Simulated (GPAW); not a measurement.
**Dielectric function and optical constants of CdNi3P (model structure)**

Aim: the dielectric function of CdNi3P (model structure), and the optical constants that follow from it. The cell was made here by substitution or stacking, whether or not such a phase is known. It was built so: All N replaced by P in the Pm-3m structure of CdNi3N. The cell given below was relaxed beforehand with Ansatz.

Main program and level: GPAW 26.7.0; DFT, revPBE, plane-wave PAW (GPAW data sets), scalar-relativistic, RPA, optical limit.

## (1) Starting point

Symmetry: Pm-3m, No. 221, cubic system. Conventional cell: a = 4.226 Å, b = 4.226 Å, c = 4.226 Å, α = 90.00°, β = 90.00°, γ = 90.00°. Nearest to Cd lie 12 Ni at 2.99 Å. Ni has 2 P at 2.11 Å and 8 Ni at 2.99 Å and 4 Cd at 2.99 Å nearest. P has 6 Ni at 2.11 Å nearest. All N replaced by P in the Pm-3m structure of CdNi3N. Farther neighbours are not listed.

Structure file:

```cif
data_structure
_symmetry_space_group_name_H-M 'Pm-3m'
_symmetry_Int_Tables_number 221
_cell_length_a 4.2261
_cell_length_b 4.2261
_cell_length_c 4.2261
_cell_angle_alpha 90.000
_cell_angle_beta 90.000
_cell_angle_gamma 90.000
_cell_volume 75.48
loop_
_atom_site_label
_atom_site_type_symbol
_atom_site_symmetry_multiplicity
_atom_site_Wyckoff_symbol
_atom_site_fract_x
_atom_site_fract_y
_atom_site_fract_z
_atom_site_occupancy
Cd1 Cd 1 a 0.00000 0.00000 0.00000 1
Ni1 Ni 3 c 0.50000 0.50000 0.00000 1
P1 P 1 b 0.50000 0.50000 0.50000 1
```

## (2) Ground state

The self-consistent density comes first; it also tells whether there is a gap, which decides the occupations and the need for a Drude term.

This step: DFT, revPBE, plane-wave PAW (GPAW data sets), scalar-relativistic, ground state (GPAW 26.7.0).

gs.py

```python
from ase import Atoms
from ase.dft.bandgap import bandgap
from gpaw import GPAW, PW, FermiDirac

atoms = Atoms(['Cd', 'Ni', 'Ni', 'Ni', 'P'],
              cell=[[4.22609018, 0.00000000, 0.00000000],
                    [0.00000000, 4.22609018, 0.00000000],
                    [0.00000000, 0.00000000, 4.22609018]],
              scaled_positions=[[1.00000000, 1.00000000, 0.00000000],
                                [0.50000000, 0.50000000, 1.00000000],
                                [0.50000000, 0.00000000, 0.50000000],
                                [0.00000000, 0.50000000, 0.50000000],
                                [0.50000000, 0.50000000, 0.50000000]],
              pbc=[True, True, True])
atoms.set_initial_magnetic_moments([0.0, 1.0, 1.0, 1.0, 0.0])
atoms.calc = GPAW(mode=PW(450), xc='revPBE', kpts={'size': (5, 5, 5), 'gamma': True},
                  occupations=FermiDirac(0.05), maxiter=150, txt='gs.txt')
print('energy (eV)', atoms.get_potential_energy())
print('Fermi level (eV)', atoms.calc.get_fermi_level())
print('valence electrons', atoms.calc.get_number_of_electrons())
print('gap (eV)', bandgap(atoms.calc, output=None)[0])
print('direct gap (eV)', bandgap(atoms.calc, direct=True, output=None)[0])
print('moments', atoms.get_magnetic_moments().round(3).tolist())
atoms.calc.write('gs.gpw')
```

Launch:

```bash
$ OMP_NUM_THREADS=1 python gs.py
```

Numbers of over 12 decimals in the logs are rounded to 6 here.

Log:

```text
__  _  _
 | _ |_)|_||  |
 |__||  | ||/\| - 26.7.0

Versions:
  Python: 3.12.14
  ASE:    3.29.0
  Numpy:  2.5.5
  Scipy:  1.18.1
  Libxc:  7.0.0

Input parameters:
  mode=PW(ecut=450.000000),
  kpts=MonkhorstPack(size=(5, 5, 5), gamma=True),
  maxiter=150,
  occupations=Occupations(name='fermi-dirac', width=0.05, fixmagmom=False),
  xc=XC(name='revPBE')

Diagonalizing LCAO Hamiltonian
Converting LCAO to pw mode
    .---------.
   /|         |
  / |         |
 *  |         |
 | Ni   P     |
 |  .-Ni------.
 | /    Ni   /
 |/         /
 Cd--------*

Atoms  # Å, Bohr magnetons
|   | symbol |        x |        y |        z |    initial magnetic moments |
| 0 |     Cd | 4.226090 | 4.226090 | 0.000000 | ( 0.0000,  0.0000,  0.0000) |
| 1 |     Ni | 2.113045 | 2.113045 | 4.226090 | ( 0.0000,  0.0000,  1.0000) |
| 2 |     Ni | 2.113045 | 0.000000 | 2.113045 | ( 0.0000,  0.0000,  1.0000) |
| 3 |     Ni | 0.000000 | 2.113045 | 2.113045 | ( 0.0000,  0.0000,  1.0000) |
| 4 |      P | 2.113045 | 2.113045 | 2.113045 | ( 0.0000,  0.0000,  0.0000) |

Unit cell  # Å
| periodic |        x |        y |        z |  lengths |    angles |
|      yes | 4.226090 | 0.000000 | 0.000000 | 4.226090 | 90.000000 |
|      yes | 0.000000 | 4.226090 | 0.000000 | 4.226090 | 90.000000 |
|      yes | 0.000000 | 0.000000 | 4.226090 | 4.226090 | 90.000000 |

Number of symmetries: 48
Symmetry operations  # r_c * U_cc + t_c -> r_c
|    | kind |            matrix            |
|  0 |  E   |  1, 0, 0,  0, 1, 0,  0, 0, 1 |
|  1 |  σ   |  1, 0, 0,  0, 1, 0,  0, 0,-1 |
|  2 |  σ   |  1, 0, 0,  0, 0, 1,  0, 1, 0 |
|  3 |  C4  |  1, 0, 0,  0, 0, 1,  0,-1, 0 |
|  4 |  C4  |  1, 0, 0,  0, 0,-1,  0, 1, 0 |
|  5 |  σ   |  1, 0, 0,  0, 0,-1,  0,-1, 0 |
|  6 |  σ   |  1, 0, 0,  0,-1, 0,  0, 0, 1 |
|  7 |  C2  |  1, 0, 0,  0,-1, 0,  0, 0,-1 |
|  8 |  σ   |  0, 1, 0,  1, 0, 0,  0, 0, 1 |
|  9 |  C2  |  0, 1, 0,  1, 0, 0,  0, 0,-1 |
| 10 |  C3  |  0, 1, 0,  0, 0, 1,  1, 0, 0 |
| 11 |  S6  |  0, 1, 0,  0, 0, 1, -1, 0, 0 |
| 12 |  S6  |  0, 1, 0,  0, 0,-1,  1, 0, 0 |
| 13 |  C3  |  0, 1, 0,  0, 0,-1, -1, 0, 0 |
| 14 |  C4  |  0, 1, 0, -1, 0, 0,  0, 0, 1 |
| 15 |  S4  |  0, 1, 0, -1, 0, 0,  0, 0,-1 |
| 16 |  C3  |  0, 0, 1,  1, 0, 0,  0, 1, 0 |
| 17 |  S6  |  0, 0, 1,  1, 0, 0,  0,-1, 0 |
| 18 |  σ   |  0, 0, 1,  0, 1, 0,  1, 0, 0 |
| 19 |  C4  |  0, 0, 1,  0, 1, 0, -1, 0, 0 |
| 20 |  C2  |  0, 0, 1,  0,-1, 0,  1, 0, 0 |
| 21 |  S4  |  0, 0, 1,  0,-1, 0, -1, 0, 0 |
| 22 |  S6  |  0, 0, 1, -1, 0, 0,  0, 1, 0 |
| 23 |  C3  |  0, 0, 1, -1, 0, 0,  0,-1, 0 |
| 24 |  S6  |  0, 0,-1,  1, 0, 0,  0, 1, 0 |
| 25 |  C3  |  0, 0,-1,  1, 0, 0,  0,-1, 0 |
| 26 |  C4  |  0, 0,-1,  0, 1, 0,  1, 0, 0 |
| 27 |  σ   |  0, 0,-1,  0, 1, 0, -1, 0, 0 |
| 28 |  S4  |  0, 0,-1,  0,-1, 0,  1, 0, 0 |
| 29 |  C2  |  0, 0,-1,  0,-1, 0, -1, 0, 0 |
| 30 |  C3  |  0, 0,-1, -1, 0, 0,  0, 1, 0 |
| 31 |  S6  |  0, 0,-1, -1, 0, 0,  0,-1, 0 |
| 32 |  C4  |  0,-1, 0,  1, 0, 0,  0, 0, 1 |
| 33 |  S4  |  0,-1, 0,  1, 0, 0,  0, 0,-1 |
| 34 |  S6  |  0,-1, 0,  0, 0, 1,  1, 0, 0 |
| 35 |  C3  |  0,-1, 0,  0, 0, 1, -1, 0, 0 |
| 36 |  C3  |  0,-1, 0,  0, 0,-1,  1, 0, 0 |
| 37 |  S6  |  0,-1, 0,  0, 0,-1, -1, 0, 0 |
| 38 |  σ   |  0,-1, 0, -1, 0, 0,  0, 0, 1 |
| 39 |  C2  |  0,-1, 0, -1, 0, 0,  0, 0,-1 |
| 40 |  σ   | -1, 0, 0,  0, 1, 0,  0, 0, 1 |
| 41 |  C2  | -1, 0, 0,  0, 1, 0,  0, 0,-1 |
| 42 |  C2  | -1, 0, 0,  0, 0, 1,  0, 1, 0 |
| 43 |  S4  | -1, 0, 0,  0, 0, 1,  0,-1, 0 |
| 44 |  S4  | -1, 0, 0,  0, 0,-1,  0, 1, 0 |
| 45 |  C2  | -1, 0, 0,  0, 0,-1,  0,-1, 0 |
| 46 |  C2  | -1, 0, 0,  0,-1, 0,  0, 0, 1 |
| 47 |  i   | -1, 0, 0,  0,-1, 0,  0, 0,-1 |

BZ-sampling:
  Number of BZ points: 125
  Number of IBZ points: 10

  Monkhorst-Pack size: [5, 5, 5]
  Monkhorst-Pack shift: [0, 0, 0]

K-points  # in reciprocal-cell coordinates
|   |                                coordinates |     weight |
| 0 | (  0.00000000,   0.00000000,   0.00000000) | 0.00800000 |
| 1 | (  0.20000000,   0.00000000,   0.00000000) | 0.04800000 |
| 2 | (  0.20000000,   0.20000000,   0.00000000) | 0.09600000 |
| 3 | (  0.20000000,   0.20000000,   0.20000000) | 0.06400000 |
| 4 | (  0.40000000,   0.00000000,   0.00000000) | 0.04800000 |
| 5 | (  0.40000000,   0.20000000,   0.00000000) | 0.19200000 |
| 6 | (  0.40000000,   0.20000000,   0.20000000) | 0.19200000 |
| 7 | (  0.40000000,   0.40000000,   0.00000000) | 0.09600000 |
| 8 | (  0.40000000,   0.40000000,   0.20000000) | 0.19200000 |
| 9 | (  0.40000000,   0.40000000,   0.40000000) | 0.06400000 |

Plane wave coefficients: 1647
Cutoff: 450.000000 eV

Spin-components: 2 (collinear spins)
Bands:           45
Projectors:      29
Spin-degeneracy: 1
Datatype:        complex128

Parallelization:
  kpt:    1
  domain: 1
  band:   1

Density:
  Valence electrons: 65.0
  Components: 2
  Grid points: [21 21 21]
  Charge: 0.0  # |e|

Potential:
  Grid points: [21 21 21]

species:
  Cd:
    name:    Cadmium
    id:
    Z:       48.0
    valence: 12
    core:    36
    charge:  0.0  # [|e|]
    compensation charges:
      type: gauss
      rc: 0.38  # [Å]
      lmax: 2
    cutoffs:
      filter: 2.12  # [Å]
      core: 2.62  # [Å]
    projectors
    | kind |    occ | energy [eV] | rcut [Å] |
    |   5s |  2.000 |      -5.557 |    1.191 |
    |   5p |  0.000 |      -1.140 |    1.228 |
    |   4d | 10.000 |     -11.696 |    1.164 |
    |    s |        |      21.654 |    1.191 |
    |    p |        |      26.071 |    1.228 |
    |    d |        |      15.516 |    1.164 |

    Using partial waves for Cd as LCAO basis

  Ni:
    name:    Nickel
    id:
    Z:       28.0
    valence: 16
    core:    12
    charge:  0.0  # [|e|]
    compensation charges:
      type: gauss
      rc: 0.36  # [Å]
      lmax: 2
    cutoffs:
      filter: 2.14  # [Å]
      core: 1.98  # [Å]
    projectors
    | kind |    occ | energy [eV] | rcut [Å] |
    |   4s |  2.000 |      -5.570 |    1.164 |
    |   3p |  6.000 |     -71.384 |    1.207 |
    |   4p |  0.000 |      -1.198 |    1.207 |
    |   3d |  8.000 |      -8.815 |    1.138 |
    |    s |        |      21.642 |    1.164 |
    |    d |        |      18.396 |    1.138 |

    Using partial waves for Ni as LCAO basis

  P:
    name:    Phosphorus
    id:
    Z:       15.0
    valence: 5
    core:    10
    charge:  0.0  # [|e|]
    compensation charges:
      type: gauss
      rc: 0.30  # [Å]
      lmax: 2
    cutoffs:
      filter: 1.69  # [Å]
      core: 1.81  # [Å]
    projectors
    | kind |    occ | energy [eV] | rcut [Å] |
    |   3s |  2.000 |     -13.940 |    0.953 |
    |   3p |  3.000 |      -5.481 |    0.953 |
    |    s |        |      13.271 |    0.953 |
    |    p |        |      21.731 |    0.953 |
    |    d |        |       0.000 |    0.953 |

    Using partial waves for P as LCAO basis

Reference energy: -285600.779340  # eV

eigensolver:
  PPCG
  Converge bands: occupied
  niter=2

density mixing:
  MSR1-Mixer
  Pratt-step length: 0.05
  Maximum mixing coefficient: 0.75
  Old densities: 10
  SVD Regularization: 0.005
  Good broyden scale: 1.0
  Trust region scale: 1.0
  Backstep threshold: 4.0
  History deletion threshold: 6.0
  Fourier metric: weight=20.0, sigma=0.015

occupation numbers:
  Fermi-Dirac:
    width: 0.0500  # eV

poisson solver:
  ecut: 3600.000000  # eV

xc functional:
  name: revPBE with 2 nearest neighbor stencil

convergence criteria:
- Maximum [total energy] change in last 3 cyles: 0.0005 eV / valence electron
- Maximum integral of absolute [dens]ity change: 0.0001 electrons / valence electron
- Maximum integral of absolute [eigenst]ate change: 4e-08 eV^2 / valence electron
maximum number of iterations: 150

SCF iterations
|iter     |      energy | eigst |  dens |  magmom |
|iter:   1||  -29.391698 | +0.51 |       |  +3.0025|
|iter:   2||  -27.914412 | -1.05 | -0.95 |  +2.8829|
|iter:   3||  -26.326635 | -1.34 | -1.05 |  +2.3055|
|iter:   4||  -26.378508 | -2.10 | -1.40 |  +1.7667|
|iter:   5||  -26.524482 | -2.30 | -1.58 |  +0.8852|
|iter:   6||  -26.559348 | -3.09 | -1.97 |  +0.2787|
|iter:   7||  -26.561419 | -3.78 | -2.28 |  +0.1741|
|iter:   8||  -26.562305c| -4.24 | -2.62 |  +0.0578|
|iter:   9||  -26.562167c| -4.69 | -2.95 |  +0.0024|
|iter:  10||  -26.562196c| -5.79 | -3.39 |  +0.0053|
|iter:  11||  -26.562202c| -6.49 | -3.76 |  +0.0094|
|iter:  12||  -26.562203c| -6.84 | -4.09c|  +0.0045|
|iter:  13||  -26.562203c| -7.61c| -4.59c|  +0.0014|

Converged in 13 steps
SCF loop duration: 44.897 s (3.454 s/step)
Energy contributions relative to reference atoms: (reference = -285600.779340)

Energy contributions:
  Kinetic:          42.046224
  Coulomb:         -31.158175
  Zero:              0.409571
  External:          0.000000
  Xc:              -37.842034
  Entropy:          -0.035579
  Spinorbit:         0.000000
  ----------------------------
  Free energy:     -26.579992
  Extrapolated:    -26.562203

dipole moment: (-22.345624, -22.345624, -22.345624)  # |e|*Ang

Total magnetic moment: (0.000000, 0.000000, 0.001359)

Local magnetic moments
|        x |        y |        z |
| 0.000000 | 0.000000 | 0.000009 |  # Cd   0
| 0.000000 | 0.000000 | 0.000348 |  # Ni   1
| 0.000000 | 0.000000 | 0.000348 |  # Ni   2
| 0.000000 | 0.000000 | 0.000348 |  # Ni   3
| 0.000000 | 0.000000 | 0.000131 |  # P    4

Fermi level: 7.262
Eigenvalues  # (at kpt = [0.000, 0.000, 0.000])
| band index |      eig [eV] | occ [0-1] |      eig [eV] | occ [0-1] |
|          0 |       -56.681 |     1.000 |       -56.680 |     1.000 |
|        ... |               |           |               |           |
|         25 |         5.339 |     1.000 |         5.339 |     1.000 |
|         26 |         6.255 |     1.000 |         6.256 |     1.000 |
|         27 |         6.255 |     1.000 |         6.256 |     1.000 |
|         28 |         6.255 |     1.000 |         6.256 |     1.000 |
|         29 |         6.284 |     1.000 |         6.284 |     1.000 |
|         30 |         6.284 |     1.000 |         6.284 |     1.000 |
|         31 |         6.284 |     1.000 |         6.284 |     1.000 |
|         32 |         6.752 |     1.000 |         6.752 |     1.000 |
|         33 |         8.965 |     0.000 |         8.965 |     0.000 |
|         34 |        10.444 |     0.000 |        10.444 |     0.000 |
|         35 |        10.444 |     0.000 |        10.444 |     0.000 |
|         36 |        11.753 |     0.000 |        11.754 |     0.000 |
|         37 |        11.753 |     0.000 |        11.754 |     0.000 |
|         38 |        11.753 |     0.000 |        11.754 |     0.000 |
|         39 |        16.034 |     0.000 |        16.034 |     0.000 |
|         40 |        16.034 |     0.000 |        16.034 |     0.000 |
|        ... |               |           |               |           |
|         44 |        19.716 |     0.000 |        19.716 |     0.000 |

No gap
No difference between direct/indirect transitions

--- standard output ---
energy (eV) -26.562203
Fermi level (eV) 7.262234
valence electrons 65.0
gap (eV) 0.0
direct gap (eV) 0.0
moments [0.0, 0.0, 0.0, 0.0, 0.0]
```

Elapsed: 49 s, on 1 thread of Arm Neoverse V1, shared host; peak memory 0.18 GiB.

Numbers from this step:

```
energy       : -26.56 eV
Fermi energy : 7.262 eV
electrons    : 65
```

There are states at the Fermi level within the smearing, so the occupations stay smeared and the carriers get a Drude term.

## (3) Bands for the response

The response needs many more empty bands than the density does.

This step: DFT, revPBE, plane-wave PAW (GPAW data sets), scalar-relativistic, bands at fixed density (GPAW 26.7.0).

nscf.py

```python
from ase.dft.bandgap import bandgap
from gpaw import GPAW, FermiDirac

calc = GPAW('gs.gpw').fixed_density(kpts={'size': (8, 8, 8), 'gamma': True}, nbands=68, convergence={'bands': 62},
                                    occupations=FermiDirac(0.05), txt='nscf.txt')
print('gap (eV)', bandgap(calc, output=None)[0])
print('direct gap (eV)', bandgap(calc, direct=True, output=None)[0])
calc.write('full.gpw', mode='all')
```

Launch:

```bash
$ OMP_NUM_THREADS=1 python nscf.py
```

Log:

```text
Diagonalizing LCAO Hamiltonian
Converting LCAO to pw mode
convergence criteria:
- Maximum integral of absolute [eigenst]ate change: 4e-08 eV^2 / valence electron
maximum number of iterations: 150

SCF iterations
|iter     |      energy | eigst |  dens |  magmom |
|iter:   1||             | +2.59 |       |  +0.0014|
|iter:   2||             | +1.65 |       |  +0.0014|
|iter:   3||             | +0.71 |       |  +0.0014|
|iter:   4||             | -0.08 |       |  +0.0014|
|iter:   5||             | -0.80 |       |  +0.0014|
|iter:   6||             | -1.47 |       |  +0.0014|
|iter:   7||             | -2.15 |       |  +0.0014|
|iter:   8||             | -2.81 |       |  +0.0014|
|iter:   9||             | -3.43 |       |  +0.0014|
|iter:  10||             | -4.04 |       |  +0.0014|
|iter:  11||             | -4.54 |       |  +0.0014|
|iter:  12||             | -5.13 |       |  +0.0014|
|iter:  13||             | -5.60 |       |  +0.0014|
|iter:  14||             | -6.14 |       |  +0.0014|
|iter:  15||             | -6.47 |       |  +0.0014|
|iter:  16||             | -6.80 |       |  +0.0014|
|iter:  17||             | -7.04 |       |  +0.0014|
|iter:  18||             | -7.33 |       |  +0.0014|
|iter:  19||             | -7.64c|       |  +0.0014|
SCF steps: 19
  __  _  _
 | _ |_)|_||  |
 |__||  | ||/\| - 26.7.0

Versions:
  Python: 3.12.14
  ASE:    3.29.0
  Numpy:  2.5.5
  Scipy:  1.18.1
  Libxc:  7.0.0

Input parameters:
  mode=PW(ecut=450.000000),
  convergence={'bands': 62},
  gpts=array([21, 21, 21]),
  kpts=MonkhorstPack(size=(8, 8, 8), gamma=True),
  maxiter=150,
  nbands=68,
  occupations=Occupations(name='fermi-dirac', width=0.05, fixmagmom=False),
  parallel={},
  xc=XC(name='revPBE')

--- standard output ---
gap (eV) 0.0
direct gap (eV) 0.0
```

The job ended after 4.6 min (1 thread; peak memory 0.31 GiB).

(Part 1 of 2 ends here.)

[Machine, clock and banner lines and Python warnings are left out of the logs.]

[Logs are printed without paths, hosts, clocks, repeated set-up lines and the standing remarks that a program may print on its own settings, such as how far it seeks lower states.]

[Hosts, paths, dates, database ids (printed as entryN), source tags and the programs' standing remarks are cut or masked in the printed files.]
